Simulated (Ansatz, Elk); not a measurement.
# Bonding as seen by X-rays: Ba3V

Structure refinements treat a crystal as free atoms side by side. For a made-up structure of Ba3V (cell and positions from a PBEsol relaxation) the runs below show what the calculated density changes in F(hkl).

Main program and level: Elk 11.2.3 (patched build); DFT, PBE, all-electron APW+lo, Dirac cores, scalar-relativistic bands, static density, ferromagnetic start.

The structure was built from a prototype and need not be the compound's stable phase.

### 1. The structure

It takes space group P-6m2 (No. 187, hexagonal). The conventional cell has a = 4.149 Å, b = 4.149 Å, c = 12.006 Å, α = 90.00°, β = 90.00°, γ = 120.00°. Nearest to Ba lie 3 V at 3.37 Å and 9 Ba at 4.15 to 4.35 Å. Ba has 12 Ba at 4.15 to 4.35 Å nearest. V has 6 Ba at 3.37 Å nearest. Farther neighbours are not listed.

### 2. Ground state and structure factors

An all-electron density is needed, since X-rays see the cores too. Task 0 finds the density and task 195 Fourier-transforms it; tshift is off so that phases refer to the origin typed.

Contents of elk.in:

```
tasks
  0
  195
  196

xctype
  20

spinpol
  .true.

rgkmax
  7.0

gmaxvr
  14.0

lmaxo
  7

lmaxapw
  8

swidth
  0.002

tshift
  .false.

ramdisk
  .false.

hmaxvr
  5.5

maxscl
  120

epspot
  1e-06

reducebf
  0.8

sppath
  './'

avec
  7.84063831645 -0.00000000000 -0.00000000000
  -3.92031915822 6.79019196393 -0.00000000000
  0.00000000000 -0.00000000000 22.68866168576

atoms
  2
  'Ba.in'
  3
  0.6666666667 0.3333333333 0.3021028042   0.000000 0.000000 0.000000
  0.6666666667 0.3333333333 0.6978971958   0.000000 0.000000 0.000000
  -0.0000000000 0.0000000000 0.0000000000   0.000000 0.000000 0.000000
  'V.in'
  1
  -0.0000000000 0.0000000000 0.5000000000   0.000000 0.000000 -0.160000

ngridk
  5 5 2
```

Command:

```console
> OMP_NUM_THREADS=4 elk
```

Numbers of over 12 decimals in the logs are rounded to 6 here.

The program printed:

```text
┌─────────────────────────┐
│ Elk code version 11.2.3 │
└─────────────────────────┘

All units are atomic (Hartree, Bohr, etc.)

┌─────────────────────────────────────────────────┐
│ Ground-state run starting from atomic densities │
└─────────────────────────────────────────────────┘

Lattice vectors :
   7.840638316      -0.000000000      -0.000000000
  -3.920319158       6.790191964      -0.000000000
   0.000000000      -0.000000000       22.68866169

Reciprocal lattice vectors :
  0.8013614522      0.4626662501       0.000000000
   0.000000000      0.9253325003       0.000000000
   0.000000000       0.000000000      0.2769306270

Unit cell volume      :    1207.931626
Brillouin zone volume :   0.2053512037

Muffin-tin inner radius fraction :   0.1000000000E-01

Nuclei treated as point charges

Species : 1 (Ba)
 parameters loaded from : Ba.in
 name : barium
 nuclear charge    :   -56.00000000
 electronic charge :    56.00000000
 atomic mass :    250331.8071
 muffin-tin radius :    2.800000000
 number of radial points in muffin-tin :   1393
 inner part over the whole radius :   0.9950032293E-02
 number on inner part of muffin-tin    :    996
 approximate nuclear radius :   0.9171481901E-04
 number of mesh points to nuclear radius :    504
 atomic positions (lattice), magnetic fields (Cartesian) :
  1 :   0.66666667  0.33333333  0.30210280    0.00000000  0.00000000  0.00000000
  2 :   0.66666667  0.33333333  0.69789720    0.00000000  0.00000000  0.00000000
  3 :   0.00000000  0.00000000  0.00000000    0.00000000  0.00000000  0.00000000

Species : 2 (V)
 parameters loaded from : V.in
 name : vanadium
 nuclear charge    :   -23.00000000
 electronic charge :    23.00000000
 atomic mass :    92860.67382
 muffin-tin radius :    2.400000000
 number of radial points in muffin-tin :    993
 inner part over the whole radius :   0.9920165687E-02
 number on inner part of muffin-tin    :    699
 approximate nuclear radius :   0.6897515165E-04
 number of mesh points to nuclear radius :    327
 atomic positions (lattice), magnetic fields (Cartesian) :
  1 :   0.00000000  0.00000000  0.50000000    0.00000000  0.00000000 -0.16000000

Total number of atoms per unit cell :    4
Total muffin-tin volume :    333.7628035
 ratio of muffin-tin to unit cell volume :   0.2763093508

Spin treatment :
 spin-polarised
 global magnetic field (Cartesian) :    0.000000000       0.000000000       0.000000000
 collinear magnetisation in z-direction

Number of Bravais lattice symmetries :   24
Number of crystal symmetries         :   12
Crystal has no inversion symmetry
Complex Hermitian eigensolver will be used

k-point grid :      5     5     2
k-point offset :    0.000000000       0.000000000       0.000000000
k-point set is reduced with full crystal symmetry group
Total number of k-points :       14

Muffin-tin radius times maximum |G+k| :    7.000000000
 using average radius
Maximum |G+k| for APW functions       :    2.592592593
Maximum (1/2)|G+k|²                   :    3.360768176
Maximum |G| for potential and density :    14.00000000
Constant for pseudocharge density :   10
 order of it for each species :   17  17
 order of it for pair densities of each species (exact exchange by exxq0 0: 18) :   10   6
Radial integration step length :    1

G-vector grid sizes :     35    35   105
Number of G-vectors :    56135

Maximum angular momentum used for
 APW functions            :    8
 outer part of muffin-tin :    7
 inner part of muffin-tin :    2

Total nuclear charge    :   -191.0000000
Total core charge       :    118.0000000
Total valence charge    :    73.00000000
Total excess charge     :    0.000000000
Total electronic charge :    191.0000000

Effective Wigner radius, rₛ :    1.147202607

Number of empty states         :     48
Total number of valence states :    170
Total number of core states    :    118

Third-order local-orbitals added for an l without core states : T
Total number of local-orbitals :     72

[...]
atom 2                    :  -0.2040114845E-01
[...]
species : 2 (V)
[...]
total in muffin-tins        :    2.922448193
 total moment                :    3.121480632

RMS change in Kohn-Sham potential (target) :    2.412400456     (  0.1000000000E-05)
Absolute change in total energy (target)   :   0.2370949739     (  0.1000000000E-03)

[... loops 3 to 29 left out ...]

┌──────────────────┐
│ Loop number : 30 │
└──────────────────┘

Energies :
 Fermi                       :     0.193026
 sum of occupied eigenvalues :     -15597.211027609
 electron kinetic            :      27023.732951639
 core electron kinetic       :      26146.285436251
 Coulomb                     :     -51750.525551028
 Coulomb potential           :     -41784.945695353
 nuclear-nuclear             :     -2053.9978864538
 electron-nuclear            :     -57638.030433734
 Hartree                     :      7941.5027691599
 Madelung                    :     -30858.052703352
 xc potential                :     -835.82547005469
 xc effective B-field        :    -0.172812
 external B-field            :      0.000000
 exchange                    :     -630.38024186381
 correlation                 :     -10.137416894802
 electron entropic           :    -0.24663065529275E-02
 total energy                :     -25367.312724454
 (external B-field energy excluded from total)

Density of states at Fermi energy :    198.5094509
 (states/Hartree/unit cell)

Estimated indirect band gap :   0.6888115306E-03
 from k-point 14 to k-point 10
Estimated direct band gap   :   0.8810637120E-03
 at k-point 11

Charges :
 core                        :    118.0000000
 valence                     :    73.00000000
 interstitial                :    8.510542499
 muffin-tins (core leakage)
  species : 1 (Ba)
[...]
species : 2 (V)
[...]
total in muffin-tins        :    182.4894575
 total calculated charge     :    190.9999212
 total charge                :    191.0000000
 error                       :   0.7880170094E-04

Moments :
 interstitial                :   0.7176264641
 muffin-tins
  species : 1 (Ba)
[...]
species : 2 (V)
[...]
total in muffin-tins        :    2.949639236
 total moment                :    3.667265701

RMS change in Kohn-Sham potential (target) :   0.5822282380E-06 (  0.1000000000E-05)
Absolute change in total energy (target)   :   0.1933112435E-04 (  0.1000000000E-03)

Convergence targets achieved

┌──────────────────┐
│ Loop number : 31 │
└──────────────────┘

Energies :
 Fermi                       :     0.193026
 sum of occupied eigenvalues :     -15597.211033810
 electron kinetic            :      27023.732943284
 core electron kinetic       :      26146.285434826
 Coulomb                     :     -51750.525550417
 Coulomb potential           :     -41784.945704592
 nuclear-nuclear             :     -2053.9978864538
 electron-nuclear            :     -57638.030422399
 Hartree                     :      7941.5027584357
 Madelung                    :     -30858.052698121
 xc potential                :     -835.82545976419
 xc effective B-field        :    -0.172811
 external B-field            :      0.000000
 exchange                    :     -630.38024073610
 correlation                 :     -10.137417036602
 electron entropic           :    -0.24662834123930E-02
 total energy                :     -25367.312731189
 (external B-field energy excluded from total)

Density of states at Fermi energy :    198.5071494
 (states/Hartree/unit cell)

Estimated indirect band gap :   0.6897668443E-03
 from k-point 14 to k-point 10
Estimated direct band gap   :   0.8815005254E-03
 at k-point 11

Charges :
 core                        :    118.0000000
 valence                     :    73.00000000
 interstitial                :    8.510543834
 muffin-tins (core leakage)
  species : 1 (Ba)
[...]
atom 2                    :    53.73294313     (  0.5052093513E-05)
   atom 3                    :    53.68587490     (  0.5041082979E-05)
  species : 2 (V)
   atom 1                    :    21.33769499     ( -0.2221814892E-06)
 total in muffin-tins        :    182.4894562
 total calculated charge     :    190.9999212
 total charge                :    191.0000000
 error                       :   0.7880099190E-04

Moments :
 interstitial                :   0.7176500142
 muffin-tins
  species : 1 (Ba)
[...]
atom 2                    :   0.6356021462E-01
   atom 3                    :  -0.4314966607E-01
  species : 2 (V)
   atom 1                    :    2.865669585
 total in muffin-tins        :    2.949640348
 total moment                :    3.667290362

┌──────────────────────────────┐
│ Self-consistent loop stopped │
└──────────────────────────────┘

Wrote STATE.OUT
```

It took 3.7 min on 4 threads of Arm Neoverse V2, shared host; peak memory 0.63 GiB.

SFACRHO.OUT:

```text

h k l indices transformed by vhmat matrix:
   1.000000000       0.000000000       0.000000000    
   0.000000000       1.000000000       0.000000000    
   0.000000000       0.000000000       1.000000000    

      h      k      l  multipl.   |H|            Re(F)            Im(F)           |F|

      0      0      0      1   0.0000000       191.00000      0.12134378E-15   191.00000    
      0      0     -1      2  0.27693063      -2.9723213     -0.24823516E-14   2.9723213    
      0      0      2      2  0.55386125      -9.4038784      0.38719017E-14   9.4038784    
      0      0      3      2  0.83079188       112.31929      0.71017261E-14   112.31929    
      0      1      0      3  0.92533250       19.135572       84.156267       86.304388    
     -1      1      0      3  0.92533250       19.135572      -84.156267       86.304388    
      0      1     -1      6  0.96588343       44.703515      -26.859725       52.152172    
     -1      1      1      6  0.96588343       44.703515       26.859725       52.152172    
      0      1      2      6   1.0784259       102.65960      -64.693433       121.34345    
      0     -1      2      6   1.0784259       102.65960       64.693433       121.34345    
      0      0     -4      2   1.1077225       88.983861      0.83595857E-14   88.983861    
     -1      0     -3      6   1.2435656      -9.6503352       65.476519       66.183861    
      0     -1     -3      6   1.2435656      -9.6503352      -65.476519       66.183861    
      0      0      5      2   1.3846531      -60.470039      0.63807596E-13   60.470039    
      0     -1      4      6   1.4433605       48.623863      -19.525057       52.397595    
      0      1     -4      6   1.4433605       48.623863       19.525057       52.397595    
     -1     -1      0      6   1.6027229       141.71341      0.11550575E-12   141.71341    
      2     -1      1     12   1.6264720     -0.71666581     -0.16907341E-07  0.71666581
```

Elk indexes on the primitive cell of elk.in and gives |H| = 4π sin θ/λ in inverse bohr. Below, one row stands for each form hkl of the conventional cell (m members, Friedel mates merged), F is for one primitive cell and the density is static (no thermal factor). Free-atom factors are Waasmaier and Kirfel's, and R is Σm||F|−|F'||/Σm|F|.

```tsv
hkl	m	sin θ/λ (Å⁻¹)	abs F, DFT	neutral atoms	diff.	abs of complex diff.
001	2	0.042	2.972	2.877	+0.096	0.096
002	2	0.083	9.404	9.534	-0.130	0.130
003	2	0.125	112.319	112.221	+0.098	0.098
100	6	0.139	86.304	86.219	+0.085	0.116
101	12	0.145	52.152	52.225	-0.073	0.116
102	12	0.162	121.344	121.280	+0.063	0.067
004	2	0.167	88.984	89.023	-0.039	0.039
103	12	0.187	66.184	66.170	+0.013	0.130
005	2	0.208	60.470	60.611	-0.141	0.141
104	12	0.217	52.398	52.469	-0.071	0.120
110	6	0.241	141.713	141.711	+0.002	0.002
111	12	0.245	0.717	0.717	-0.000	0.000
006	2	0.250	88.513	88.704	-0.191	0.191
105	12	0.250	98.289	98.251	+0.038	0.050
112	12	0.255	8.807	8.814	-0.007	0.007
113	12	0.272	92.150	92.180	-0.029	0.029
200	6	0.278	70.425	70.453	-0.027	0.044
201	12	0.281	43.741	43.773	-0.032	0.037
106	12	0.286	46.659	46.683	-0.024	0.025
202	12	0.290	100.065	100.064	+0.001	0.018
007	2	0.291	83.526	83.471	+0.055	0.055
114	12	0.293	73.360	73.326	+0.034	0.034
```

### 3. The magnetisation density

The same run holds the spin density, and task 196 transforms it. The order is that of the start, and no other was tried.

SFACMAG_1.OUT:

```text

h k l indices transformed by vhmat matrix:
   1.000000000       0.000000000       0.000000000    
   0.000000000       1.000000000       0.000000000    
   0.000000000       0.000000000       1.000000000    

      h      k      l  multipl.   |H|            Re(F)            Im(F)           |F|

      0      0      0      1   0.0000000       3.6672905     -0.79734264E-17   3.6672905    
      0      0     -1      2  0.27693063      -3.8768891     -0.12724645E-15   3.8768891    
      0      0      2      2  0.55386125       3.1215038     -0.49523686E-15   3.1215038    
      0      0      3      2  0.83079188      -2.1953234      0.75780902E-15   2.1953234    
      0      1      0      3  0.92533250       2.2479501      0.12099975       2.2512043    
     -1      1      0      3  0.92533250       2.2479501     -0.12099975       2.2512043    
      0      1     -1      6  0.96588343      -2.2445883     -0.91296386E-01   2.2464442    
     -1      1      1      6  0.96588343      -2.2445883      0.91296386E-01   2.2464442    
      0      1      2      6   1.0784259       1.9868708     -0.75204140E-02   1.9868850    
      0     -1      2      6   1.0784259       1.9868708      0.75204140E-02   1.9868850    
      0      0     -4      2   1.1077225       1.7689393      0.87112660E-15   1.7689393    
     -1      0     -3      6   1.2435656      -1.6165986     -0.36509534E-01   1.6170108    
      0     -1     -3      6   1.2435656      -1.6165986      0.36509534E-01   1.6170108    
      0      0      5      2   1.3846531      -1.3214351      0.85516855E-15   1.3214351    
      0     -1      4      6   1.4433605       1.3155963     -0.45017614E-01   1.3163662    
      0      1     -4      6   1.4433605       1.3155963      0.45017614E-01   1.3163662
```

The total moment is 3.67 μB a cell; sphere moments: Ba1 +0.06, Ba2 +0.06, Ba3 -0.04, V4 +2.87 μB. Polarised neutrons measure spin and orbital magnetisation together; without spin-orbit coupling the run gives the spin part:

```tsv
hkl	sin θ/λ (Å⁻¹)	abs F_M (μB)
001	0.042	3.877
002	0.083	3.122
003	0.125	2.195
100	0.139	2.251
101	0.145	2.246
102	0.162	1.987
004	0.167	1.769
103	0.187	1.617
005	0.208	1.321
104	0.217	1.316
110	0.241	1.195
111	0.245	1.180
006	0.250	1.013
105	0.250	1.087
```

### 4. The highest occupied states alone

An energy window below the Fermi level keeps the highest occupied states, to see at which angles they scatter; shallow core shells can lie inside it and anion s states outside. No new self-consistency is needed.

Changes to elk.in since step 2:

```diff
@@ -1,5 +1,3 @@
 tasks
-  0
   195
-  196
 
@@ -44,2 +42,5 @@
 
+wsfac
+  -0.174470 0.493030
+
 sppath
```

Command:

```console
> OMP_NUM_THREADS=4 elk
```

The program printed:

```text
┌─────────────────────────────────┐
│ Elk code version 11.2.3 started │
└─────────────────────────────────┘

Info(readinput): the functional depends on the density's gradient
 muffin-tin radial points multiplied by    2.00000
 (not where nrmtscf is given)

┌────────────────────┐
│ Current task : 195 │
└────────────────────┘

Info(sfacrho): density structure factors written to SFACRHO.OUT

 Energy window :  -0.1744700000      0.4930300000

┌──────────────────┐
│ Elk code stopped │
└──────────────────┘
```

Wall time 17 s (4 threads); peak memory 0.23 GiB; 19 s of CPU time.

States within 10 eV below the Fermi level hold 11.00 electrons; any levels below the window count with the cores. Their amplitudes can exceed the total, where window and core parts have opposite phase:

```tsv
hkl	sin θ/λ (Å⁻¹)	abs F, window	abs F, all
001	0.042	4.160	2.972
002	0.083	3.451	9.404
003	0.125	2.537	112.319
100	0.139	2.448	86.304
101	0.145	2.421	52.152
102	0.162	2.059	121.344
004	0.167	1.909	88.984
103	0.187	1.631	66.184
005	0.208	1.439	60.470
104	0.217	1.366	52.398
```

(Part 1 of 2 ends here.)

[Logs are printed without paths, hosts, clocks, repeated set-up lines and the standing remarks that a program may print on its own settings, such as how far it seeks lower states.]

[Hosts, paths, dates, database ids (printed as entryN), source tags and the programs' standing remarks are cut or masked in the printed files.]
